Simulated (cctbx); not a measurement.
**Lattice, Laue class and space group of a new crystal**

Cell: a = 11.5310 Å, b = 13.4810 Å, c = 6.6100 Å, α = 90.00°, β = 90.00°, γ = 90.00°. Expected content of the cell: Pb20 Ce8 Rh12.

Simulated single-crystal data (cctbx): Ag Kα, λ = 0.56087 Å, to d = 0.75 Å, 70 % of the full sphere, strongest reflection 20000 counts, noise from counting, a 1.5 % proportional error and a noise floor of 4 counts (s.d.); no absorption, some extinction.

Tests on the unmerged data give:

```text
7126 reflections to d = 0.750 A
centring   violations  <I/sigma> of those
    A       1410 of  3609      7.2
    B       1403 of  3559      7.3
    C       1291 of  3578      5.6
    I          0 of  3540     -0.0
    R       1860 of  4781      7.2
    F       2052 of  5373      6.7
Laue class    unique    Rint  (classes that these axes allow; Friedel mates merged)
I 1 2/m 1        1313   0.027
I 1 1 2/m        1363   0.026
I 2/m 1 1        1316   0.027
I m m m           749   0.029
space group    extra absences  I>4sigma  <I/sigma>
I 2 2 2                 0          0         -  acentric
I 21 21 21              0          0         -  acentric
I m m 2                 0          0         -  acentric
I 2 m m                 0          0         -  acentric
I m 2 m                 0          0         -  acentric
I b a 2               151          0       0.0  acentric
I m a 2                76          0       0.1  acentric
I b m 2                75          0      -0.0  acentric
I 2 c m                76          0       0.1  acentric
I c 2 m                75          0      -0.0  acentric
I m m m                 0          0         -  centric
I b a m               151          0       0.0  centric
I b m m                75          0      -0.0  centric
I c m m                75          0      -0.0  centric
I m c m                76          0       0.1  centric
I m a m                76          0       0.1  centric
Wilson B = 1.05 A^2   <|E^2-1|> = 0.931 (0.968 centric, 0.736 acentric)   E^2>4: 3.8 %
shell (A)         n   <I/sigma>
 8.76 - 1.50    109     33.4
 1.50 - 1.19     94     33.9
 1.19 - 1.04     92     34.5
 1.04 - 0.95     90     26.0
 0.95 - 0.88     98     28.3
 0.88 - 0.83     82     27.0
 0.83 - 0.78     92     23.6
 0.78 - 0.75     92     18.3
```

Q: Read the symmetry from these tables.

The reflections that I centring forbids are absent (⟨I/σ⟩ near 0), so the lattice is I.

Rint stays low (0.026 to 0.029) up to I m m m, the highest class in these axes.

16 settings pass the absence test. The most absences obeyed, 151, belong to I b a 2 and I b a m, which absences can't tell apart.

⟨|E²−1|⟩ = 0.931 leans to a centrosymmetric structure. The Wilson B of 1.05 Å² means U ≈ 0.0133 Å².

The true group is Ibam (no. 72), Laue class mmm, centrosymmetric. The tables only narrow the choice to the tied entries; cell content, site symmetry and trial solutions must settle it.

The model was made for the exercise: a known structure type with other elements put in, its volume estimated, not relaxed; displacement parameters are assumed.

[Logs are printed without paths, hosts, clocks, repeated set-up lines and the standing remarks that a program may print on its own settings, such as how far it seeks lower states.]
